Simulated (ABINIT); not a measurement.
# LiHF2 (R-3m): G0W0 in ABINIT against the screening cutoff in the self-energy

Aim: move the screening cutoff in the self-energy of a G0W0 run on LiHF2 (R-3m) over a wide range.

Program: ABINIT 10.8.3. Level of theory: LDA and many-body steps on it, plane waves. Results are calculated unless marked as measured.

## 1. Set-up

It takes space group R-3m (No. 166, trigonal). Conventional cell: a = 2.934 Å, b = 2.934 Å, c = 13.100 Å, α = 90.00°, β = 90.00°, γ = 120.00°. Nearest to Li lie 6 F at 1.99 Å. H has 2 F at 1.14 Å nearest. Nearest to F lie 1 H at 1.14 Å and 3 Li at 1.99 Å. Farther neighbours and most contacts between anions are not listed.

The cell and positions are those that the Materials Project relaxed with its own functionals (PBE, PBE+U or r2SCAN), kept fixed.

## 2. Screening, 4×4×4 mesh, 61 bands, screening to 176.9 eV

This step: ABINIT 10.8.3; RPA screening on LDA, plane waves, norm-conserving pseudopotentials.

The RPA dielectric matrix is built and inverted for each q.

Contents of run.abi:

```
acell 3*1.0 Angstrom
rprim 
  1.466983587415 0.846963369091 4.366688724100
  -1.466983587415 0.846963369091 4.366688724100
  0.000000000000 -1.693926738182 4.366688724100
ntypat 3
znucl 3 1 9
natom 4
typat 1 2 3 3
xred 
  0.000000000000 0.000000000000 0.000000000000
  0.500000000000 0.500000000000 0.500000000000
  0.413301880000 0.413301880000 0.413301880000
  0.586698120000 0.586698120000 0.586698120000
pp_dirpath "pseudos"
pseudos "Li.upf, H.upf, F.upf"
ecut 36
ngkpt 4 4 4
nshiftk 1
shiftk 0 0 0
kptopt 1
chksymbreak 0
istwfk *1
occopt 1
irdwfk 1
optdriver 3
nband 61
ecuteps 6.5
inclvkb 2
awtr 1
symchi 1
indata_prefix "in"
outdata_prefix "out"
tmpdata_prefix "tmp"
```

On the command line:

```sh
> OMP_NUM_THREADS=1 mpirun -n 4 abinit run.abi > log
```

What it wrote:

```text
.Version 10.8.3 of ABINIT. v10.8.2 released Aug 2026.

 Symmetries : space group R-3 m (#166); Bravais hR (rhombohedral)
[... echo of the input left out ...]
== DATASET  1 ==================================================================
-   mpi_nproc: 4, omp_nthreads: 1 (-1 if OMP is not activated)

--- !DatasetInfo
iteration_state: {dtset: 1, }
dimensions: {natom: 4, nkpt: 13, mband: 61, nsppol: 1, nspinor: 1, nspden: 1, mpw: 2290, }
cutoff_energies: {ecut:  36.0, pawecutdg:  -1.0, }
electrons: {nelect:   1.80000000E+01, charge:   0.00000000E+00, occopt:   1.00000000E+00, tsmear:   1.00000000E-02, }

 SCREENING: Calculation of the susceptibility and dielectric matrices

 Based on a program developped by R.W. Godby, V. Olevano, G. Onida, and L. Reining.
 Incorporated in ABINIT by V. Olevano, G.-M. Rignanese, and M. Torrent.
.Using double precision arithmetic ; gwpc =  8

[... cell and pseudopotentials left out ...]
--------------------------------------------------------------------------------

 ==== K-mesh for the wavefunctions ====
 Number of points in the irreducible wedge :    13
[... list of points left out ...]
 Together with 12 symmetry operations and time-reversal symmetry
 yields    64 points in the full Brillouin Zone.

 ==== Q-mesh for the screening function ====
 Number of points in the irreducible wedge :    13
[... list of points left out ...]
 Together with 12 symmetry operations and time-reversal symmetry
 yields    64 points in the full Brillouin Zone.

 setmesh: FFT mesh size selected  =    36x   36x   36
          total number of points  =        46656

 vcoul_init : cutoff-mode = AUXILIARY_FUNCTION
 q-points for optical limit:   1
     1)      0.000010    0.000020    0.000030

- screening: taking advantage of time-reversal symmetry
- Maximum band index for partially occupied states nbvw = 9
- Remaining bands to be divided among processors   nbcw = 52
- Number of bands treated by each node ~13

 Number of electrons calculated from density =   18.0000; Expected =   18.0000
 average of density, n =  0.081937
 r_s =    1.4283
 omega_plasma =   27.6119 [eV]

 calculating chi0 at frequencies [eV] :
  1    0.000000E+00    0.000000E+00
  2    0.000000E+00    2.761194E+01

--------------------------------------------------------------------------------
  q-point number  1        q = ( 0.000000, 0.000000, 0.000000) [r.l.u.]
--------------------------------------------------------------------------------
[... chi0 elements left out ...]
 For q-point:  0.000010 0.000020 0.000030
  dielectric constant =   1.9030
  dielectric constant without local fields =   2.0114

  Average fulfillment of the sum rule on Im[epsilon] for q-point    1 :     55.00  [%]
[... wings left out ...]
  q-point number  2        q = ( 0.250000, 0.000000, 0.000000) [r.l.u.]
--------------------------------------------------------------------------------
[... chi0 elements left out ...]
  Average fulfillment of the sum rule on Im[epsilon] for q-point    2 :     65.48  [%]

 [... 11 further q-points ...]
```

Elapsed: 33 s, on 4 MPI ranks of Arm Neoverse V2, shared host; peak memory 1.2 GiB.

Numbers from this step:

| Quantity | Value |
| --- | --- |
| ε∞ with local fields, on this mesh, along the program's q direction | 1.903 |
| the same without local fields | 2.011 |
| plasma frequency | 27.61 eV |
| plane waves in the screening matrix | 165 |

Local fields lower ε∞ by 5 %.

## 3. 0.7 Ha

This step: G0W0 on LDA, plane waves, norm-conserving pseudopotentials.

Changes to run.abi since step 2:

```diff
@@ -25,8 +25,17 @@
 irdwfk 1
-optdriver 3
+optdriver 4
 nband 61
-ecuteps 6.5
-inclvkb 2
-awtr 1
-symchi 1
+gwcalctyp 0
+ecutsigx 36
+symsigma 1
+nkptgw 2
+kptgw 
+  0.5000000000 0.5000000000 0.5000000000
+  0.0000000000 0.0000000000 0.0000000000
+bdgw 
+  8 11
+  8 11
+ecuteps 0.7
+irdscr 1
+ppmodel 1
 indata_prefix "in"
```

What it wrote:

```text
.Version 10.8.3 of ABINIT. v10.8.2 released Aug 2026.

 Symmetries : space group R-3 m (#166); Bravais hR (rhombohedral)
[... echo of the input left out ...]
== DATASET  1 ==================================================================
-   mpi_nproc: 4, omp_nthreads: 1 (-1 if OMP is not activated)

--- !DatasetInfo
iteration_state: {dtset: 1, }
dimensions: {natom: 4, nkpt: 13, mband: 61, nsppol: 1, nspinor: 1, nspden: 1, mpw: 2290, }
cutoff_energies: {ecut:  36.0, pawecutdg:  -1.0, }
electrons: {nelect:   1.80000000E+01, charge:   0.00000000E+00, occopt:   1.00000000E+00, tsmear:   1.00000000E-02, }

 SIGMA: Calculation of the GW corrections

 Based on a program developped by R.W. Godby, V. Olevano, G. Onida, and L. Reining.
 Incorporated in ABINIT by V. Olevano, G.-M. Rignanese, and M. Torrent.
.Using double precision arithmetic ; gwpc =  8

[... cell and pseudopotentials left out ...]
--------------------------------------------------------------------------------

 ==== K-mesh for the wavefunctions ====
 Number of points in the irreducible wedge :    13
[... list of points left out ...]
 Together with 12 symmetry operations and time-reversal symmetry
 yields    64 points in the full Brillouin Zone.

 ==== Q-mesh for screening function ====
 Number of points in the irreducible wedge :    13
[... list of points left out ...]
 Together with 12 symmetry operations and time-reversal symmetry
 yields    64 points in the full Brillouin Zone.

 vcoul_init : cutoff-mode = AUXILIARY_FUNCTION
 q-points for optical limit:   1
     1)      0.000010    0.000020    0.000030
 setmesh: FFT mesh size selected  =    48x   48x   48
          total number of points  =       110592

 Number of electrons calculated from density =   18.0000; Expected =   18.0000
 average of density, n =  0.081937
 r_s =    1.4283
 omega_plasma =   27.6119 [eV]

 === KS Band Gaps ===
  >>>> For spin  1
   Minimum direct gap =   8.3056 [eV], located at k-point      :   0.0000  0.0000  0.0000
   Fundamental gap    =   8.1022 [eV], Top of valence bands at :   0.5000  0.5000  0.5000
                                       Bottom of conduction at :   0.0000  0.0000  0.0000
 SIGMA fundamental parameters:
 PLASMON POLE MODEL  1
 number of plane-waves for SigmaX                 2267
 number of plane-waves for SigmaC and W              3
 number of plane-waves for wavefunctions          2267
 number of bands                                    61
 number of independent spin polarizations            1
 number of spinorial components                      1
 number of k-points in IBZ                          13
 number of q-points in IBZ                          13
 number of symmetry operations                      12
 number of k-points in BZ                           64
 number of q-points in BZ                           64
 number of frequencies for dSigma/dE                 9
 frequency step for dSigma/dE [eV]                0.25
 number of omega for Sigma on real axis              0
 max omega for Sigma on real axis  [eV]           0.00
 zcut for avoiding poles [eV]                     0.10

 EPSILON^-1 parameters (SCR file):
 dimension of the eps^-1 matrix on file            165
 dimension of the eps^-1 matrix used                 3
 number of plane-waves for wavefunctions          2267
 number of bands                                    61
 number of q-points in IBZ                          13
 number of frequencies                               2
 number of real frequencies                          1
 number of imag frequencies                          1

 matrix elements of self-energy operator (all in [eV])

 Perturbative Calculation

--- !SelfEnergy_ee
iteration_state: {dtset: 1, }
kpoint     : [   0.500,    0.500,    0.500, ]
spin       : 1
KS_gap     :    8.980
QP_gap     :   16.762
Delta_QP_KS:    7.782
data: !SigmaeeData |
     Band     E0 <VxcDFT>   SigX SigC(E0)      Z dSigC/dE  Sig(E)    E-E0       E
        8  -2.764 -22.870 -31.005   2.419   0.916  -0.092 -28.103  -5.233  -7.997
        9  -2.764 -22.870 -31.005   2.419   0.916  -0.092 -28.103  -5.233  -7.997
       10   6.216 -10.500  -5.353  -2.381   0.922  -0.085  -7.951   2.549   8.766
       11   9.482 -12.487  -6.738  -2.525   0.916  -0.092  -9.534   2.953  12.435

--- !SelfEnergy_ee
iteration_state: {dtset: 1, }
kpoint     : [   0.000,    0.000,    0.000, ]
spin       : 1
KS_gap     :    8.306
QP_gap     :   16.054
Delta_QP_KS:    7.749
data: !SigmaeeData |
     Band     E0 <VxcDFT>   SigX SigC(E0)      Z dSigC/dE  Sig(E)    E-E0       E
        8  -2.967 -22.668 -30.855   2.431   0.915  -0.093 -27.936  -5.268  -8.235
        9  -2.967 -22.668 -30.855   2.431   0.915  -0.093 -27.936  -5.268  -8.235
       10   5.338 -11.080  -6.071  -2.319   0.922  -0.084  -8.600   2.481   7.819
       11  10.038  -9.600  -3.792  -2.487   0.919  -0.088  -6.548   3.051  13.090

== END DATASET(S) ==============================================================
================================================================================

 -outvars: echo values of variables after computation  --------
           etotal      0.0000000000E+00
            nband          61
             nkpt          13
          spgroup         166
 [... the other variables as echoed above ...]

 Calculation completed.
```

Run time: 2.8 s. Hardware: 4 MPI ranks; peak memory 0.2 GiB.

Numbers from this step:

* G0W0 gap on the points computed: 15.82 eV
* starting gap on the mesh: 8.102 eV
* k of the valence top: 0.5, 0.5, 0.5
* k of the conduction bottom: 0, 0, 0
* Z at the valence top: 0.916
* Z at the conduction bottom: 0.922
* least direct G0W0 gap on the computed points: 16.05 eV

## 4. 1.3 Ha

Changes to run.abi since step 3:

```diff
@@ -37,3 +37,3 @@
   8 11
-ecuteps 0.7
+ecuteps 1.3
 irdscr 1
```

What it wrote:

```text
.Version 10.8.3 of ABINIT. v10.8.2 released Aug 2026.

 Symmetries : space group R-3 m (#166); Bravais hR (rhombohedral)
[... echo of the input left out ...]
== DATASET  1 ==================================================================
-   mpi_nproc: 4, omp_nthreads: 1 (-1 if OMP is not activated)

--- !DatasetInfo
iteration_state: {dtset: 1, }
dimensions: {natom: 4, nkpt: 13, mband: 61, nsppol: 1, nspinor: 1, nspden: 1, mpw: 2290, }
cutoff_energies: {ecut:  36.0, pawecutdg:  -1.0, }
electrons: {nelect:   1.80000000E+01, charge:   0.00000000E+00, occopt:   1.00000000E+00, tsmear:   1.00000000E-02, }

 SIGMA: Calculation of the GW corrections

 Based on a program developped by R.W. Godby, V. Olevano, G. Onida, and L. Reining.
 Incorporated in ABINIT by V. Olevano, G.-M. Rignanese, and M. Torrent.
.Using double precision arithmetic ; gwpc =  8

[... cell and pseudopotentials left out ...]
--------------------------------------------------------------------------------

 ==== K-mesh for the wavefunctions ====
 Number of points in the irreducible wedge :    13
[... list of points left out ...]
 Together with 12 symmetry operations and time-reversal symmetry
 yields    64 points in the full Brillouin Zone.

 ==== Q-mesh for screening function ====
 Number of points in the irreducible wedge :    13
[... list of points left out ...]
 Together with 12 symmetry operations and time-reversal symmetry
 yields    64 points in the full Brillouin Zone.

 vcoul_init : cutoff-mode = AUXILIARY_FUNCTION
 q-points for optical limit:   1
     1)      0.000010    0.000020    0.000030
 setmesh: FFT mesh size selected  =    48x   48x   48
          total number of points  =       110592

 Number of electrons calculated from density =   18.0000; Expected =   18.0000
[...]
number of omega for Sigma on real axis              0
 max omega for Sigma on real axis  [eV]           0.00
 zcut for avoiding poles [eV]                     0.10

 EPSILON^-1 parameters (SCR file):
 dimension of the eps^-1 matrix on file            165
 dimension of the eps^-1 matrix used                17
 number of plane-waves for wavefunctions          2267
 number of bands                                    61
 number of q-points in IBZ                          13
 number of frequencies                               2
 number of real frequencies                          1
 number of imag frequencies                          1

 matrix elements of self-energy operator (all in [eV])

 Perturbative Calculation

--- !SelfEnergy_ee
iteration_state: {dtset: 1, }
kpoint     : [   0.500,    0.500,    0.500, ]
spin       : 1
KS_gap     :    8.980
QP_gap     :   15.263
Delta_QP_KS:    6.283
data: !SigmaeeData |
     Band     E0 <VxcDFT>   SigX SigC(E0)      Z dSigC/dE  Sig(E)    E-E0       E
        8  -2.764 -22.870 -31.005   3.313   0.883  -0.132 -27.128  -4.258  -7.022
        9  -2.764 -22.870 -31.005   3.313   0.883  -0.132 -27.128  -4.258  -7.022
       10   6.216 -10.500  -5.353  -2.915   0.907  -0.102  -8.475   2.025   8.241
[...]
--- !SelfEnergy_ee
iteration_state: {dtset: 1, }
kpoint     : [   0.000,    0.000,    0.000, ]
spin       : 1
KS_gap     :    8.306
QP_gap     :   14.480
Delta_QP_KS:    6.174
data: !SigmaeeData |
     Band     E0 <VxcDFT>   SigX SigC(E0)      Z dSigC/dE  Sig(E)    E-E0       E
[...]
10   5.338 -11.080  -6.071  -2.933   0.907  -0.103  -9.197   1.883   7.222
       11  10.038  -9.600  -3.792  -3.090   0.905  -0.105  -7.140   2.459  12.498

== END DATASET(S) ==============================================================
================================================================================

 -outvars: echo values of variables after computation  --------
           etotal      0.0000000000E+00
            nband          61
             nkpt          13
          spgroup         166
 [... the other variables as echoed above ...]

 Calculation completed.
```

Run time: 2.8 s. Hardware: 4 MPI ranks; peak memory 0.2 GiB.

This step gave:

| Property | Result |
| --- | --- |
| G0W0 gap on the points computed | 14.24 eV |
| starting gap on the mesh | 8.102 eV |
| k of the valence top | 0.5, 0.5, 0.5 |
| k of the conduction bottom | 0, 0, 0 |
| Z at the valence top | 0.883 |
| Z at the conduction bottom | 0.907 |
| least direct G0W0 gap on the computed points | 14.48 eV |

## 5. 2.3 Ha

The self-energy is evaluated for the states that the input lists, and the levels follow from it, in one-shot runs by the linearised quasiparticle equation.

Changes to run.abi since step 4:

```diff
@@ -37,3 +37,3 @@
   8 11
-ecuteps 1.3
+ecuteps 2.3
 irdscr 1
```

What it wrote:

```text
.Version 10.8.3 of ABINIT. v10.8.2 released Aug 2026.

 Symmetries : space group R-3 m (#166); Bravais hR (rhombohedral)
[... echo of the input left out ...]
== DATASET  1 ==================================================================
-   mpi_nproc: 4, omp_nthreads: 1 (-1 if OMP is not activated)

--- !DatasetInfo
iteration_state: {dtset: 1, }
dimensions: {natom: 4, nkpt: 13, mband: 61, nsppol: 1, nspinor: 1, nspden: 1, mpw: 2290, }
cutoff_energies: {ecut:  36.0, pawecutdg:  -1.0, }
[...]
Band     E0 <VxcDFT>   SigX SigC(E0)      Z dSigC/dE  Sig(E)    E-E0       E
[...]
10   5.338 -11.080  -6.071  -2.951   0.904  -0.106  -9.219   1.861   7.199
       11  10.038  -9.600  -3.792  -3.213   0.902  -0.109  -7.259   2.341  12.379

== END DATASET(S) ==============================================================
================================================================================

 -outvars: echo values of variables after computation  --------
           etotal      0.0000000000E+00
            nband          61
             nkpt          13
          spgroup         166
 [... the other variables as echoed above ...]

 Calculation completed.
```

It took 2.8 s on 4 MPI ranks; peak memory 0.2 GiB; 11 s of CPU time.

Numbers from this step:

| Item | Value |
| --- | --- |
| G0W0 gap on the points computed | 13.63 eV |
| starting gap on the mesh | 8.102 eV |
| k of the valence top | 0.5, 0.5, 0.5 |
| k of the conduction bottom | 0, 0, 0 |
| least direct G0W0 gap on the computed points | 13.87 eV |

The gap on the mesh goes from 8.10 eV to 13.63 eV, a correction of +5.53 eV.

[end of part 1 of 2]

[Paths, hosts, dates, memory and timing lines, banners, echoed tables and standing remarks are left out of the program output.]

[Logs are printed without paths, hosts, clocks, repeated set-up lines and the standing remarks that a program may print on its own settings, such as how far it seeks lower states.]

[Runs of the session that timed out or met a known fault of the program may be left out.]

[Hosts, paths, dates, database ids (printed as entryN), source tags and the programs' standing remarks are cut or masked in the printed files.]

[G0W0 gaps are taken among the corrected bands and points alone; a level outside them can change the order at an edge.]

[Where Ansatz stands beside ABINIT at settings called matched, ABINIT's density can come from a denser mesh and the files from another edition; pairs whose starting gaps differed by over 0.03 eV were left out, so agreement reads better than it is.]
